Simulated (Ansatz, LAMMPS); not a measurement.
# A vacancy of O at several sites of glassy 84SiO2-16BaO (mol %) (71 atoms), part 3 of 3

At which site of glassy 84SiO2-16BaO (mol %) (71 atoms) does a vacancy of O cost least, and what about the site decides it?

Ansatz 0.2.0; Kohn-Sham DFT, LDA, PAW (set soft_1), plane waves.

The cell: 21 Si, 4 Ba and 46 O. The quench rate of 200 K/ps is orders of magnitude faster than experiment. The network of bonds at the start is that of the classical potential that made the cell. Sampling is at Γ alone, for a cell whose shortest periodic width is 10 Å. No spin–orbit coupling is included.

So far. Step 6 (Vacancy of O, site O29): The relaxation converged after 12 steps, 0.297 eV below its start, with a largest force component of 0.023 eV/Å.

### Step 7. Vacancy of O, site O71

The site has 2 bonded neighbours (Si2) at 1.63 Å on average. 

input.yaml

```yaml
crystal:
  lattice:
    - [10.44078, 0.0, 0.0]
    - [0.0, 10.44078, 0.0]
    - [0.0, 0.0, 10.44078]
  atoms:
    [... atom lines 1 to 67 left out ...]
    - { symbol: O, position: [0.15927, 0.01577, 0.82149] }
    - { symbol: O, position: [0.95974, 0.31916, 0.99356] }
    - { symbol: O, position: [0.63605, 0.63494, 0.51157] }
magnetization:
  spin_polarized: true
kpoints:
  mp_grid: { grid: [1, 1, 1] }
hamiltonian:
  xc: lda
  pseudopotentials: { kind: paw, azcp: { folder: soft_1 }, xc_functional: pbe }
scf:
  occupations: { method: fermi_dirac, width: 0.025 }
  lower_state_search: "off"
output:
  forces: true
  eigenvalues: true
relax:
  f_tol: 0.05
  max_steps: 90
```

Launch:

```console
> ansatz run input.yaml --threads 4 --pin off --max-ram 8192MiB --backend cpu --events-out ev --progress --plain --runs-dir out
```

Numbers of over 12 decimals in the logs are rounded to 6 here.

What it wrote:

```text
[...]
Crystal: 70 atoms, lattice volume = 1138.148 Å³
Basis set: ecut = 420 eV, 22143 PW (Γ)
Bands: 268, of which v1, the nominal top of the filled ones, is band 197 counted from 1 (196 counted from 0)
Symmetry: 1 space group operations
[...]
k-points: 1
[...]
Starting moments: Σ|m| = 1.2 μB on 2 of 70 sites
[...]
SCF iter   1: F=—  HF=-61008.788870 eV  |F-HF|=—  |Δ(HF+E_count)|=         —  Δρ=4.50e-2 (↑4.50e-2 ↓4.50e-2)  dr2=1.19e2  dr2_m=6.36e-2  M=0.000 μB ∫|m|=0.217 μB  β_m=0.30  ethr=3.10e-3  ⟨swp⟩=10.0  Hψ=3192  notcnv=0  defer=52
[...]
SCF iter   3: F=—  HF=-60972.338107 eV  |F-HF|=—  |Δ(HF+E_count)|=    1.20e1  Δρ=1.27e-2 (↑1.27e-2 ↓1.27e-2)  dr2=1.05e1  dr2_m=1.68e-2  M=0.000 μB ∫|m|=0.109 μB  β_m=0.30  ethr=3.10e-3  ⟨swp⟩=3.5  Hψ=981  notcnv=0  defer=122
[...]
SCF iter   7: F=—  HF=-60968.042986 eV  |F-HF|=—  |Δ(HF+E_count)|=   6.89e-3  Δρ=5.95e-4 (↑5.73e-4 ↓5.95e-4)  dr2=1.02e-2  dr2_m=1.23e-3  M=0.000 μB ∫|m|=0.038 μB  β_m=0.30  ethr=1.40e-5  ⟨swp⟩=3.5  Hψ=711  notcnv=0  defer=134
[...]
SCF iter   9: F=—  HF=-60968.050720 eV  |F-HF|=—  |Δ(HF+E_count)|=   5.35e-3  Δρ=1.58e-4 (↑1.39e-4 ↓1.58e-4)  dr2=1.17e-3  dr2_m=1.55e-5  M=0.000 μB ∫|m|=0.005 μB  β_m=0.63  ethr=1.52e-6  ⟨swp⟩=2.0  Hψ=706  notcnv=0  defer=134
[...]
SCF iter  12: F=-60968.051404 eV  HF=-60968.051400 eV  |F-HF|=3.24e-6  |Δ(HF+E_count)|=   8.94e-6  Δρ=1.07e-5 (↑1.07e-5 ↓9.82e-6)  dr2=6.45e-6  dr2_m=3.63e-7  M=0.000 μB ∫|m|=0.001 μB  β_m=0.82  ethr=1.49e-8  ⟨swp⟩=25.5  Hψ=4381  notcnv=0
SCF iter  13: F=-60968.051405 eV  HF=-60968.051405 eV  |F-HF|=4.18e-7  |Δ(HF+E_count)|=   4.45e-6  Δρ=4.33e-6 (↑3.45e-6 ↓4.33e-6)  dr2=9.92e-7  dr2_m=2.72e-8  M=0.000 μB ∫|m|=0.000 μB  ethr=1.64e-9  ⟨swp⟩=4.0  Hψ=1769  notcnv=0
[...]
SCF 1 converged in 13 iterations: F = -60968.051405 eV  dr2 = 9.92e-7
[...]
relax step   1: F+E_penalty+E_count = -60968.05140536 eV  Δ(F+E_penalty+E_count) = +0.000e0 eV  max|allowed force component| = 1.010e0 eV/Å  Δτ_max = 0.0000 Å  (13 SCF iters, dr2 threshold 6.25e-5 eV, accepted)
[... from here on, the SCF cycles and remarks between the steps are left out ...]
relax step   2: F+E_penalty+E_count = -60968.21817636 eV  Δ(F+E_penalty+E_count) = -1.668e-1 eV  max|allowed force component| = 6.216e-1 eV/Å  Δτ_max = 0.1110 Å  (6 SCF iters, dr2 threshold 6.38e-5 eV, accepted)
relax step   3: F+E_penalty+E_count = -60968.29379161 eV  Δ(F+E_penalty+E_count) = -7.562e-2 eV  max|allowed force component| = 4.507e-1 eV/Å  Δτ_max = 0.1758 Å  (7 SCF iters, dr2 threshold 2.41e-5 eV, accepted)
relax step   4: F+E_penalty+E_count = -60968.33236812 eV  Δ(F+E_penalty+E_count) = -3.858e-2 eV  max|allowed force component| = 1.803e-1 eV/Å  Δτ_max = 0.0922 Å  (5 SCF iters, dr2 threshold 7.69e-5 eV, accepted)
relax step   5: F+E_penalty+E_count = -60968.18440647 eV  Δ(F+E_penalty+E_count) = +1.480e-1 eV  max|allowed force component| = 5.723e-1 eV/Å  Δτ_max = 0.2000 Å  (8 SCF iters, dr2 threshold 5.20e-6 eV, rejected (line search))
relax step   6: F+E_penalty+E_count = -60968.37277811 eV  Δ(F+E_penalty+E_count) = -4.041e-2 eV  max|allowed force component| = 1.259e-1 eV/Å  Δτ_max = 0.0913 Å  (10 SCF iters, accepted)
relax step   7: F+E_penalty+E_count = -60968.37805125 eV  Δ(F+E_penalty+E_count) = -5.273e-3 eV  max|allowed force component| = 6.955e-2 eV/Å  Δτ_max = 0.0190 Å  (6 SCF iters, dr2 threshold 2.54e-6 eV, accepted)
relax step   8: F+E_penalty+E_count = -60968.38069100 eV  Δ(F+E_penalty+E_count) = -2.640e-3 eV  max|allowed force component| = 6.264e-2 eV/Å  Δτ_max = 0.0180 Å  (8 SCF iters, accepted)
relax step   9: F+E_penalty+E_count = -60968.38215648 eV  Δ(F+E_penalty+E_count) = -1.465e-3 eV  max|allowed force component| = 5.456e-2 eV/Å  Δτ_max = 0.0116 Å  (8 SCF iters, accepted)
relax step  10: F+E_penalty+E_count = -60968.37299149 eV  Δ(F+E_penalty+E_count) = +9.165e-3 eV  max|allowed force component| = 1.260e-1 eV/Å  Δτ_max = 0.0578 Å  (9 SCF iters, rejected (line search))
relax step  11: F+E_penalty+E_count = -60968.38422566 eV  Δ(F+E_penalty+E_count) = -2.069e-3 eV  max|allowed force component| = 2.583e-2 eV/Å  Δτ_max = 0.0244 Å  (9 SCF iters, accepted)
SCF converged after 9 iterations
Magnetization: 0.0000 μB (197.0000 up, 197.0000 down)
Absolute magnetization: 0.0000 μB (∫|ρ↑−ρ↓|, with the PAW one-centre terms)
[...]
Per-site moments (μB) at R_I (Å): [(-1.6039500341490317e-10, 0.642295), (-8.576713688164454e-10, 0.661065), (1.0098805706432947e-9, 0.662021), (5.561216608495867e-10, 0.689828), (1.2458183008859286e-10, [...]
Free energy (F): -60968.384226 eV
[...]
Internal energy: -60968.384226 eV  (E = F + TS)
E sigma→0 (E₀):  -60968.384226 eV
Fermi energy:    4.377236 eV
[...]
Σ components = -60968.384226   (vs F -60968.384226, Δ=0.00e0)
--- Forces (eV/Å), atoms counted from 1 ---
  atom   1  Si    -0.00370694     0.01347000    -0.00302533
  atom   2  Si    -0.00138493     0.00480046    -0.00186664
  atom   3  Si    -0.00860574     0.00595475    -0.00326364
  atom   4  Si    -0.01248410     0.00055009    -0.00296029
[...]
atom  70  O      0.00940727     0.00550251     0.00027624
  max |Σ_I F_I| component: 2.14e-5 eV/Å
--- Band table (eV) ---
[...]
--- Relaxed structure (11 steps of the walk, 9 accepted, 0 SCFs on fresh bases) ---
  F+E_penalty+E_count = -60968.38422566 eV   max|allowed force component| = 2.583e-2 eV/Å
  atoms:
    - { symbol: Si, position: [0.312954, 0.429865, 0.094460] }
    - { symbol: Si, position: [0.212631, 0.875356, 0.881070] }
    - { symbol: Si, position: [0.973757, 0.521418, 0.577055] }
    - { symbol: Si, position: [0.045747, 0.131463, 0.249115] }
[...]
- { symbol: O, position: [0.633409, 0.639776, 0.508607] }
```

Elapsed: 3.1 min, on 4 threads of Arm Neoverse V1, shared host; peak memory 1.8 GiB; 12 min of CPU time.

The relaxation converged after 11 steps, 0.333 eV below its start, with a largest force component of 0.026 eV/Å.

The surroundings of the place of the removed atom, after relaxation: 10 atoms, nearest first, with positions taken from that point. Atoms keep their numbers of the cell before the removal, where the removed atom was number 71.

```
atom      x      y      z  distance (Å)  bonds
Si12   0.93  -0.92  -0.42          1.37      3
 Si9  -0.83   0.87   0.73          1.41      3
 O33   0.25   1.73   1.62          2.38      3
 O63  -1.71  -0.07   1.70          2.41      2
 O44   1.47  -0.53  -1.91          2.47      2
 O50   0.33  -2.44  -0.55          2.52      2
 O46   2.39  -1.05   0.38          2.64      3
 O34  -1.95   1.97   0.20          2.78      2
 O58  -1.00  -0.19  -2.73          2.92      2
 Si5   0.51  -0.38  -3.22          3.29      4
```

The column of bonds counts only the pairs O-Si within 2.12 Å, O-Ba within 3.29 Å; other neighbours, such as metal atoms beside each other in a compound, aren't counted, and periodic images can show an atom twice.

The largest move is 0.26 Å, by Si12.

### Step 8. Vacancy of O, site O63

The site has 2 bonded neighbours (Si2) at 1.61 Å on average. 

Input and log are left out; they have the form of those shown for this kind of step.

It took 3.9 min on 4 threads of Arm Neoverse V1, shared host; peak memory 1.9 GiB.

The relaxation converged after 14 steps, 1.22 eV below its start, with a largest force component of 0.046 eV/Å.

The surroundings of the place of the removed atom, after relaxation: 12 atoms, nearest first, with positions taken from that point. Atoms keep their numbers of the cell before the removal, where the removed atom was number 63.

```
atom      x      y      z  distance (Å)  bonds
 Si9   0.78   0.64  -0.76          1.27      4
Si14  -0.39  -1.23   0.12          1.29      4
 O34  -0.26   1.75  -1.36          2.24      2
 O57  -1.60  -1.03   1.19          2.25      2
 O33   1.82   1.52   0.14          2.38      2
 O68   0.73  -2.19   0.83          2.45      2
 O54  -1.04  -1.93  -1.21          2.51      2
 O71   1.86  -0.20  -1.71          2.53      2
 O69  -1.44   1.03   2.78          3.30      2
Si13  -2.01  -0.50   2.70          3.40      4
Si20   1.91   2.61   1.33          3.50      4
 Si3  -1.37   2.98  -1.38          3.56      4
```

The column of bonds counts only the pairs O-Si within 2.16 Å, O-Ba within 3.29 Å, Si-Si within 2.51 Å; other neighbours, such as metal atoms beside each other in a compound, aren't counted, and periodic images can show an atom twice.

The largest move is 0.46 Å, by O33.

### Step 9. Vacancy of O, site O28

The site has 3 bonded neighbours (BaSi2) at 2.07 Å on average. 

Input and log are left out; they have the form of those shown for this kind of step.

The job ended after 3 min (4 threads of Arm Neoverse V1, shared host; peak memory 1.8 GiB; 12 min of CPU time).

The relaxation converged after 11 steps, 0.607 eV below its start, with a largest force component of 0.046 eV/Å.

### Step 10. Vacancy of O, site O36

The site has 2 bonded neighbours (Si2) at 1.61 Å on average. 

Input and log are left out; they have the form of those shown for this kind of step.

Elapsed: 4.6 min, on 4 threads of Arm Neoverse V1, shared host; peak memory 1.9 GiB; 18 min of CPU time.

The relaxation converged after 17 steps, 1.66 eV below its start, with a largest force component of 0.029 eV/Å.

### Step 11. The sites compared

All these cells hold the same atoms, so their energies can be compared with no chemical potential.

```
site  neighbours  mean distance (Å)  atoms within 6 Å  energy over the best site (eV)  before relaxation (eV)  gain on relaxing (eV)
 O36         Si2               1.61                54                            0.00                    0.58                   1.66
 O63         Si2               1.61                62                            0.54                    0.68                   1.22
 O29       Ba2Si               2.44                53                            0.79                    0.00                   0.30
 O45         Si2               1.67                56                            0.91                    0.34                   0.52
 O28       BaSi2               2.07                58                            1.30                    0.82                   0.61
 O71         Si2               1.63                60                            1.59                    0.84                   0.33
```

Neighbours are those of the relaxed host within 2.12 Å (O-Si), 3.29 Å (O-Ba); other pairs aren't counted.

### Step 12. What came out

The cheapest site is O36 (2 neighbours, Si2); the dearest, O71 (2 neighbours, Si2), costs 1.6 eV more. By coordination the energies over the best site are 0.00 to 1.59 eV with 2 neighbours and 0.79 to 1.30 eV with 3 neighbours. Relaxation changes the order: the best site before relaxing was O29.

**Limits.** Defects are neutral and interact with their images. The reference ran with fixed occupations, but 6 of the 6 defect cells with fermi-dirac smearing of 0.025 eV, spin polarised. In a disordered cell the relaxation can also rearrange atoms far from the site. In the spin-polarised runs the search for a state of lower energy was switched off. Only 6 of the 46 O sites were tried; unless symmetry makes the others alike to these, a cheaper one may exist. The pressure of -2.5 GPa shows the cell to be stretched for this functional.

The DFT runs together took 23 min of wall time.

[Logs are printed without paths, hosts, clocks, repeated set-up lines and the standing remarks that a program may print on its own settings, such as how far it seeks lower states.]

[Hosts, paths, dates, database ids (printed as entryN), source tags and the programs' standing remarks are cut or masked in the printed files.]
